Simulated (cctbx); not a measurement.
# Symmetry from intensities

Cell: a = 3.8590 Å, b = 3.8590 Å, c = 6.6930 Å, α = 90.00°, β = 90.00°, γ = 90.00°. Expected content of the cell: Tl2 Fe2 N2.

The data are simulated with cctbx, not measured: Ag Kα, λ = 0.56087 Å, to d = 0.75 Å, 80 % of the full sphere, strongest reflection 70000 counts, noise from counting, a 4 % proportional error and a noise floor of 15 counts (s.d.); no absorption.

A first pass over the reflections prints:

```text
850 reflections to d = 0.752 A
centring   violations  <I/sigma> of those
    A        405 of   425     18.2
    B        390 of   403     18.5
    C        393 of   426     12.6
    I        398 of   431     18.1
    R        542 of   565     18.5
    F        594 of   627     16.4
Laue class    unique    Rint  (classes that these axes allow; Friedel mates merged)
P -1              499   0.020
P 1 2/m 1         292   0.025
P 1 1 2/m         281   0.026
P 2/m 1 1         292   0.027
P m m m           179   0.029
P 4/m             146   0.029
P 4/m m m         106   0.030
space group    extra absences  I>4sigma  <I/sigma>
P 4 2 2                 0          0         -  acentric
P 4 21 2                8          0      -0.4  acentric
P 4 m m                 0          0         -  acentric
P -4 2 m                0          0         -  acentric
P -4 21 m               8          0      -0.4  acentric
P -4 m 2                0          0         -  acentric
P 4/m m m               0          0         -  centric
P 4/n m m :1           33          0      -0.2  centric
P 4/n m m :2           33          0      -0.2  centric
Wilson B = 0.56 A^2   <|E^2-1|> = 0.677 (0.968 centric, 0.736 acentric)   E^2>4: 0.0 %
shell (A)         n   <I/sigma>
 6.69 - 1.50     19     44.6
 1.50 - 1.19     16     48.9
 1.19 - 1.04     11     51.0
 1.04 - 0.95     10     47.3
 0.95 - 0.88     13     47.4
 0.88 - 0.83     13     50.9
 0.83 - 0.79      6     59.7
 0.79 - 0.75     18     45.0
```

**Question.** What are the lattice type, the Laue class and the likely space group?

Every centring test has many violations, so the lattice is primitive.

Rint stays low (0.020 to 0.030) up to P 4/m m m, the highest class in these axes.

9 settings pass the absence test. The most absences obeyed, 33, belong to P 4/n m m alone.

⟨|E²−1|⟩ = 0.677 leans to a non-centrosymmetric structure, or to twinning, which lowers it. Here that hint misleads: the statistic assumes many like atoms on general positions, and few, heavy or special-position atoms break it. The Wilson B of 0.56 Å² means U ≈ 0.0071 Å².

The true group is P4/nmm (no. 129, origin choice 1), Laue class 4/mmm, centrosymmetric. The tables fix it.

The model was made for the exercise: a known structure type with other elements put in, its volume estimated, not relaxed; displacement parameters are assumed.

[Logs are printed without paths, hosts, clocks, repeated set-up lines and the standing remarks that a program may print on its own settings, such as how far it seeks lower states.]
